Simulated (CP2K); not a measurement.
The O K edge of oxygen difluoride was computed by TDDFT (CP2K XAS_TDP, aug-cc-pVTZ, TDA) at these levels: BHandHLYP, PBEh(45%), PBEh(45%) + GW2X and PBEh(60%). The first three lines of O2 (bonded to 2 F) with a strength over 0.0015, energy in eV and strength:

```csv
run,first,second,third
1,528.73 (0.090),528.74 (0.070),538.53 (0.003)
2,533.07 (0.090),533.08 (0.070),542.87 (0.003)
3,533.61 (0.098),533.87 (0.076),545.35 (0.004)
4,530.90 (0.094),530.98 (0.073),540.97 (0.003)
```

Which run is which?

Run 1: PBEh(45%) (45 % exact exchange). Run 2: PBEh(45%) + GW2X (45 % exact exchange). Run 3: PBEh(60%) (60 % exact exchange). Run 4: BHandHLYP (50 % exact exchange). Self-interaction lifts the core level, so the uncorrected lines rise with the share of exact exchange. The GW2X run keeps the spacings of its parent: 0.01 eV between the first two lines in run 2, 0.01 eV in run 1. Its shift is +4.34 eV, since the Kohn–Sham level at this share of exchange lies that far above the quasiparticle level.

[Banner, clock and machine lines of the logs are left out without a mark of their own.]

[Logs are printed without paths, hosts, clocks, repeated set-up lines and the standing remarks that a program may print on its own settings, such as how far it seeks lower states.]

[Hosts, paths, dates, database ids (printed as entryN), source tags and the programs' standing remarks are cut or masked in the printed files.]
